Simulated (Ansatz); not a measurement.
# Preparing LiLaO2 (P2_1/c) as a host crystal, part 3 of 4

Before any defect goes in: LiLaO2 (P2_1/c) at rest, and how it screens a charge.

Ansatz 0.2.0; plane-wave PAW DFT, PBEsol; relaxation of the host's cell and atoms (the session's first sound run).

So far. Step 3 (Dielectric tensors of the host): The principal values of the electronic dielectric tensor are 4.50, 4.52 and 4.58. The principal values of the static dielectric tensor are 19.87, 20.06 and 24.42.

**6. Defect free supercell relaxed from its symmetric sites**

This cell, the one that will hold the defects, is built from the relaxed host. Its coarser k-points can move the atoms a little, so it is relaxed from the symmetric sites, as the reference for the test of stability.

This step: plane-wave PAW DFT, PBEsol; relaxation of the defect-free supercell from its symmetric sites (Ansatz 0.2.0).

Input file pristine.symmetric/input.yaml:

```yaml
crystal:
  lattice:
    - [-7.1017238302, 6.1586925744, 5.6763995422]
    - [4.5578507268, -6.1586925744, 5.7224279461]
    - [7.1017238302, 6.1586925744, -5.6763995422]
  atoms:
    - { symbol: Li, position: [0.3357045167, 0.3238903036, 0.3472258937] }
    - { symbol: Li, position: [0.3357045167, 0.8238903036, 0.8472258937] }
    - { symbol: Li, position: [0.8357045167, 0.3238903036, 0.8472258937] }
    - { symbol: Li, position: [0.8357045167, 0.8238903036, 0.3472258937] }
    - { symbol: Li, position: [0.0233355901, 0.4261096964, 0.2618142131] }
    - { symbol: Li, position: [0.0233355901, 0.9261096964, 0.7618142131] }
    - { symbol: Li, position: [0.5233355901, 0.4261096964, 0.7618142131] }
    - { symbol: Li, position: [0.5233355901, 0.9261096964, 0.2618142131] }
    - { symbol: Li, position: [0.1642954833, 0.1761096964, 0.6527741063] }
    - { symbol: Li, position: [0.1642954833, 0.6761096964, 0.1527741063] }
    - { symbol: Li, position: [0.6642954833, 0.1761096964, 0.1527741063] }
    - { symbol: Li, position: [0.6642954833, 0.6761096964, 0.6527741063] }
    - { symbol: Li, position: [0.4766644099, 0.0738903036, 0.7381857869] }
    - { symbol: Li, position: [0.4766644099, 0.5738903036, 0.2381857869] }
    - { symbol: Li, position: [0.9766644099, 0.0738903036, 0.2381857869] }
    - { symbol: Li, position: [0.9766644099, 0.5738903036, 0.7381857869] }
    - { symbol: La, position: [0.3134685353, 0.497877462, 0.6140317923] }
    - { symbol: La, position: [0.3134685353, 0.997877462, 0.1140317923] }
    - { symbol: La, position: [0.8134685353, 0.497877462, 0.1140317923] }
    - { symbol: La, position: [0.8134685353, 0.997877462, 0.6140317923] }
    - { symbol: La, position: [0.1161543303, 0.252122538, 0.0655910733] }
    - { symbol: La, position: [0.1161543303, 0.752122538, 0.5655910733] }
    - { symbol: La, position: [0.6161543303, 0.252122538, 0.5655910733] }
    - { symbol: La, position: [0.6161543303, 0.752122538, 0.0655910733] }
    - { symbol: La, position: [0.1865314647, 0.002122538, 0.3859682077] }
    - { symbol: La, position: [0.1865314647, 0.502122538, 0.8859682077] }
    - { symbol: La, position: [0.6865314647, 0.002122538, 0.8859682077] }
    - { symbol: La, position: [0.6865314647, 0.502122538, 0.3859682077] }
    - { symbol: La, position: [0.3838456697, 0.247877462, 0.9344089267] }
    - { symbol: La, position: [0.3838456697, 0.747877462, 0.4344089267] }
    - { symbol: La, position: [0.8838456697, 0.247877462, 0.4344089267] }
    - { symbol: La, position: [0.8838456697, 0.747877462, 0.9344089267] }
    - { symbol: O, position: [0.127293137, 0.0525047128, 0.1646935255] }
    - { symbol: O, position: [0.127293137, 0.5525047128, 0.6646935255] }
    - { symbol: O, position: [0.627293137, 0.0525047128, 0.6646935255] }
    - { symbol: O, position: [0.627293137, 0.5525047128, 0.1646935255] }
    - { symbol: O, position: [0.1121888127, 0.1974952872, 0.8247884242] }
    - { symbol: O, position: [0.1121888127, 0.6974952872, 0.3247884242] }
    - { symbol: O, position: [0.6121888127, 0.1974952872, 0.3247884242] }
    - { symbol: O, position: [0.6121888127, 0.6974952872, 0.8247884242] }
    - { symbol: O, position: [0.372706863, 0.4474952872, 0.8353064745] }
    - { symbol: O, position: [0.372706863, 0.9474952872, 0.3353064745] }
    - { symbol: O, position: [0.872706863, 0.4474952872, 0.3353064745] }
    - { symbol: O, position: [0.872706863, 0.9474952872, 0.8353064745] }
    - { symbol: O, position: [0.3878111873, 0.3025047128, 0.1752115758] }
    - { symbol: O, position: [0.3878111873, 0.8025047128, 0.6752115758] }
    - { symbol: O, position: [0.8878111873, 0.3025047128, 0.6752115758] }
    - { symbol: O, position: [0.8878111873, 0.8025047128, 0.1752115758] }
    - { symbol: O, position: [0.0832827136, 0.1849989627, 0.4713077716] }
    - { symbol: O, position: [0.0832827136, 0.6849989627, 0.9713077716] }
    - { symbol: O, position: [0.5832827136, 0.1849989627, 0.9713077716] }
    - { symbol: O, position: [0.5832827136, 0.6849989627, 0.4713077716] }
    - { symbol: O, position: [0.2863088089, 0.0650010373, 0.6482837509] }
    - { symbol: O, position: [0.2863088089, 0.5650010373, 0.1482837509] }
    - { symbol: O, position: [0.7863088089, 0.0650010373, 0.1482837509] }
    - { symbol: O, position: [0.7863088089, 0.5650010373, 0.6482837509] }
    - { symbol: O, position: [0.4167172864, 0.3150010373, 0.5286922284] }
    - { symbol: O, position: [0.4167172864, 0.8150010373, 0.0286922284] }
    - { symbol: O, position: [0.9167172864, 0.3150010373, 0.0286922284] }
    - { symbol: O, position: [0.9167172864, 0.8150010373, 0.5286922284] }
    - { symbol: O, position: [0.2136911911, 0.4349989627, 0.3517162491] }
    - { symbol: O, position: [0.2136911911, 0.9349989627, 0.8517162491] }
    - { symbol: O, position: [0.7136911911, 0.4349989627, 0.8517162491] }
    - { symbol: O, position: [0.7136911911, 0.9349989627, 0.3517162491] }
basis:
  ecutwfc: 420
  xc_grid: 2
hamiltonian:
  xc: pbesol
kpoints:
  mp_grid: { grid: [1, 1, 1], shift: [0.25, 0.25, 0.25] }
scf:
  occupations: { method: fermi_dirac, width: 0.01 }
  max_iter: 80
output:
  forces: true
relax:
  f_tol: 0.01
  max_steps: 60
  escape_saddle: false
checkpoint:
  write: "../pristine.symmetric.run"
  compress: false
  write_wavefunctions: false
  write_every: 100000
```

The run is started by

```console
$ ansatz run input.yaml --threads 4 --pin off --max-ram 7536MiB --backend cpu --events-out ev --progress --plain --runs-dir out
```

Numbers of over 12 decimals in the logs are rounded to 6 here.

Output:

```text
[...]
Crystal: 64 atoms, lattice volume = 819.245 Å³
Basis set: ecut = 420 eV, 16015 PW (Γ), exchange–correlation on 150×128×150 points (8 copies of the dense FFT grid, shifted against one another)
Bands: 272, of which v1, the nominal top of the filled ones, is band 208 counted from 1 (207 counted from 0)
Symmetry: 16 space group operations
[...]
k-points: 1
[...]
SCF iter   1: F=—  HF=-119877.101359 eV  |F-HF|=—  |Δ(HF+E_count)|=         —  Δρ=1.53e-2  dr2=1.74e0  ethr=1.77e-3  ⟨swp⟩=7.0  Hψ=1180  notcnv=0  defer=6
[...]
SCF iter   7: F=-119876.720004 eV  HF=-119876.720003 eV  |F-HF|=8.75e-7  |Δ(HF+E_count)|=   5.55e-6  Δρ=1.43e-5  dr2=2.10e-6  ethr=6.01e-10  ⟨swp⟩=4.0  Hψ=899  notcnv=0
SCF 1 converged in 7 iterations: F = -119876.720004 eV  dr2 = 2.10e-6
[...]
relax step   1: F+E_penalty+E_count = -119876.72000399 eV  Δ(F+E_penalty+E_count) = +0.000e0 eV  max|allowed force component| = 7.139e-3 eV/Å  Δτ_max = 0.0000 Å  (7 SCF iters, dr2 threshold 2.50e-6 eV, accepted)
[...]
SCF iter   4: F=-119876.720004 eV  HF=-119876.720004 eV  |F-HF|=1.34e-9  |Δ(HF+E_count)|=   6.62e-8  Δρ=1.32e-6  dr2=9.57e-9  ethr=2.40e-11  ⟨swp⟩=2.0  Hψ=796  notcnv=0
SCF 2 converged in 4 iterations: F = -119876.720004 eV  dr2 = 9.57e-9
relax step   2: F+E_penalty+E_count = -119876.72000432 eV  Δ(F+E_penalty+E_count) = -3.316e-7 eV  max|allowed force component| = 7.008e-3 eV/Å  Δτ_max = 0.0000 Å  (4 SCF iters, accepted)
SCF converged after 4 iterations
Free energy (F): -119876.720004 eV
[...]
Internal energy: -119876.720004 eV  (E = F + TS)
E sigma→0 (E₀):  -119876.720004 eV
Fermi energy:    10.626791 eV
[...]
--- Forces (eV/Å), atoms counted from 1 ---
  atom   1  Li    -0.00003803    -0.00089037     0.00234796
  atom   2  Li    -0.00003803    -0.00089037     0.00234796
  atom   3  Li    -0.00003803    -0.00089037     0.00234796
  atom   4  Li    -0.00003803    -0.00089037     0.00234796
  atom   5  Li     0.00003803    -0.00089037    -0.00234796
  atom   6  Li     0.00003803    -0.00089037    -0.00234796
  atom   7  Li     0.00003803    -0.00089037    -0.00234796
  atom   8  Li     0.00003803    -0.00089037    -0.00234796
  atom   9  Li     0.00003803     0.00089037    -0.00234796
  atom  10  Li     0.00003803     0.00089037    -0.00234796
  atom  11  Li     0.00003803     0.00089037    -0.00234796
  atom  12  Li     0.00003803     0.00089037    -0.00234796
  atom  13  Li    -0.00003803     0.00089037     0.00234796
  atom  14  Li    -0.00003803     0.00089037     0.00234796
  atom  15  Li    -0.00003803     0.00089037     0.00234796
  atom  16  Li    -0.00003803     0.00089037     0.00234796
  atom  17  La     0.00029892     0.00590876     0.00700832
  atom  18  La     0.00029892     0.00590876     0.00700832
  atom  19  La     0.00029892     0.00590876     0.00700832
  atom  20  La     0.00029892     0.00590876     0.00700832
  atom  21  La    -0.00029892     0.00590876    -0.00700832
  atom  22  La    -0.00029892     0.00590876    -0.00700832
  atom  23  La    -0.00029892     0.00590876    -0.00700832
  atom  24  La    -0.00029892     0.00590876    -0.00700832
  atom  25  La    -0.00029892    -0.00590876    -0.00700832
  atom  26  La    -0.00029892    -0.00590876    -0.00700832
  atom  27  La    -0.00029892    -0.00590876    -0.00700832
  atom  28  La    -0.00029892    -0.00590876    -0.00700832
  atom  29  La     0.00029892    -0.00590876     0.00700832
  atom  30  La     0.00029892    -0.00590876     0.00700832
  atom  31  La     0.00029892    -0.00590876     0.00700832
  atom  32  La     0.00029892    -0.00590876     0.00700832
  atom  33  O     -0.00044096     0.00585521    -0.00067771
  atom  34  O     -0.00044096     0.00585521    -0.00067771
  atom  35  O     -0.00044096     0.00585521    -0.00067771
  atom  36  O     -0.00044096     0.00585521    -0.00067771
  atom  37  O      0.00044096     0.00585521     0.00067771
  atom  38  O      0.00044096     0.00585521     0.00067771
  atom  39  O      0.00044096     0.00585521     0.00067771
  atom  40  O      0.00044096     0.00585521     0.00067771
[...]
atom  53  O      0.00070949    -0.00041712    -0.00313644
  atom  54  O      0.00070949    -0.00041712    -0.00313644
  atom  55  O      0.00070949    -0.00041712    -0.00313644
  atom  56  O      0.00070949    -0.00041712    -0.00313644
  atom  57  O      0.00070949     0.00041712    -0.00313644
  atom  58  O      0.00070949     0.00041712    -0.00313644
  atom  59  O      0.00070949     0.00041712    -0.00313644
  atom  60  O      0.00070949     0.00041712    -0.00313644
  atom  61  O     -0.00070949     0.00041712     0.00313644
  atom  62  O     -0.00070949     0.00041712     0.00313644
  atom  63  O     -0.00070949     0.00041712     0.00313644
  atom  64  O     -0.00070949     0.00041712     0.00313644
  max |Σ_I F_I| component: 9.60e-18 eV/Å
--- Relaxed structure (2 steps of the walk, 2 accepted, 0 SCFs on fresh bases) ---
  F+E_penalty+E_count = -119876.72000432 eV   max|allowed force component| = 7.008e-3 eV/Å
  atoms:
    - { symbol: Li, position: [0.3357045167, 0.3238903036, 0.3472258937] }
    - { symbol: Li, position: [0.335705, 0.823890, 0.8472258937] }
    - { symbol: Li, position: [0.835705, 0.3238903036, 0.8472258937] }
    - { symbol: Li, position: [0.8357045167, 0.8238903036, 0.3472258937] }
    - { symbol: Li, position: [0.023336, 0.426110, 0.261814] }
    - { symbol: Li, position: [0.023336, 0.926110, 0.761814] }
    - { symbol: Li, position: [0.5233355901, 0.4261096964, 0.7618142131] }
    - { symbol: Li, position: [0.5233355901, 0.9261096964, 0.261814] }
    - { symbol: Li, position: [0.164295, 0.1761096964, 0.652774] }
    - { symbol: Li, position: [0.164295, 0.6761096964, 0.152774] }
    - { symbol: Li, position: [0.664295, 0.1761096964, 0.152774] }
    - { symbol: Li, position: [0.664295, 0.6761096964, 0.652774] }
    - { symbol: Li, position: [0.476664, 0.073890, 0.738186] }
    - { symbol: Li, position: [0.476664, 0.573890, 0.238186] }
    - { symbol: Li, position: [0.976664, 0.073890, 0.238186] }
    - { symbol: Li, position: [0.976664, 0.5738903036, 0.7381857869] }
    - { symbol: La, position: [0.313469, 0.497877, 0.6140317923] }
    - { symbol: La, position: [0.313469, 0.997877, 0.114032] }
    - { symbol: La, position: [0.813469, 0.497877, 0.114032] }
    - { symbol: La, position: [0.813469, 0.997877, 0.614032] }
    - { symbol: La, position: [0.116154, 0.252123, 0.0655910733] }
    - { symbol: La, position: [0.116154, 0.752123, 0.565591] }
    - { symbol: La, position: [0.616154, 0.252123, 0.565591] }
    - { symbol: La, position: [0.6161543303, 0.752122538, 0.065591] }
    - { symbol: La, position: [0.1865314647, 0.002123, 0.385968] }
    - { symbol: La, position: [0.186531, 0.502122538, 0.8859682077] }
    - { symbol: La, position: [0.686531, 0.002123, 0.8859682077] }
    - { symbol: La, position: [0.6865314647, 0.502122538, 0.3859682077] }
    - { symbol: La, position: [0.383846, 0.247877, 0.934409] }
    - { symbol: La, position: [0.383846, 0.747877, 0.434409] }
    - { symbol: La, position: [0.883846, 0.247877, 0.4344089267] }
    - { symbol: La, position: [0.8838456697, 0.747877462, 0.9344089267] }
    - { symbol: O, position: [0.127293, 0.052505, 0.164694] }
    - { symbol: O, position: [0.127293137, 0.552505, 0.6646935255] }
    - { symbol: O, position: [0.627293, 0.052505, 0.6646935255] }
    - { symbol: O, position: [0.627293, 0.552505, 0.164694] }
    - { symbol: O, position: [0.112189, 0.197495, 0.824788] }
    - { symbol: O, position: [0.112189, 0.6974952872, 0.324788] }
    - { symbol: O, position: [0.6121888127, 0.197495, 0.324788] }
    - { symbol: O, position: [0.612189, 0.697495, 0.824788] }
    - { symbol: O, position: [0.372707, 0.447495, 0.835306] }
    - { symbol: O, position: [0.372707, 0.9474952872, 0.335306] }
    - { symbol: O, position: [0.872706863, 0.447495, 0.335306] }
    - { symbol: O, position: [0.872706863, 0.947495, 0.8353064745] }
    - { symbol: O, position: [0.387811, 0.3025047128, 0.1752115758] }
    - { symbol: O, position: [0.387811, 0.8025047128, 0.6752115758] }
    - { symbol: O, position: [0.8878111873, 0.302505, 0.6752115758] }
    - { symbol: O, position: [0.887811, 0.8025047128, 0.175212] }
    - { symbol: O, position: [0.083283, 0.184999, 0.4713077716] }
    - { symbol: O, position: [0.083283, 0.6849989627, 0.971308] }
    - { symbol: O, position: [0.583283, 0.184999, 0.971308] }
    - { symbol: O, position: [0.5832827136, 0.6849989627, 0.471308] }
    - { symbol: O, position: [0.2863088089, 0.065001, 0.6482837509] }
    - { symbol: O, position: [0.2863088089, 0.565001, 0.148284] }
    - { symbol: O, position: [0.786309, 0.065001, 0.1482837509] }
    - { symbol: O, position: [0.786309, 0.565001, 0.648284] }
    - { symbol: O, position: [0.4167172864, 0.315001, 0.5286922284] }
    - { symbol: O, position: [0.416717, 0.815001, 0.028692] }
    - { symbol: O, position: [0.916717, 0.315001, 0.028692] }
    - { symbol: O, position: [0.916717, 0.815001, 0.5286922284] }
    - { symbol: O, position: [0.213691, 0.434999, 0.351716] }
    - { symbol: O, position: [0.213691, 0.9349989627, 0.851716] }
    - { symbol: O, position: [0.713691, 0.434999, 0.851716] }
    - { symbol: O, position: [0.7136911911, 0.9349989627, 0.351716] }
```

The job ended after 7.5 s (4 threads of Arm Neoverse V2, shared host; peak memory 1.6 GiB; 28 s of CPU time).

No atom moved by 0.005 Å in the relaxation.

(Part 3 of 4 ends here.)

[Logs are printed without paths, hosts, clocks, repeated set-up lines and the standing remarks that a program may print on its own settings, such as how far it seeks lower states.]

[Hosts, paths, dates, database ids (printed as entryN), source tags and the programs' standing remarks are cut or masked in the printed files.]

[Runs of the host that timed out are not shown.]

[For some hosts the program warned that the k-mesh of the response run may be too coarse for force constants and the static dielectric constant; such warnings are not always shown.]
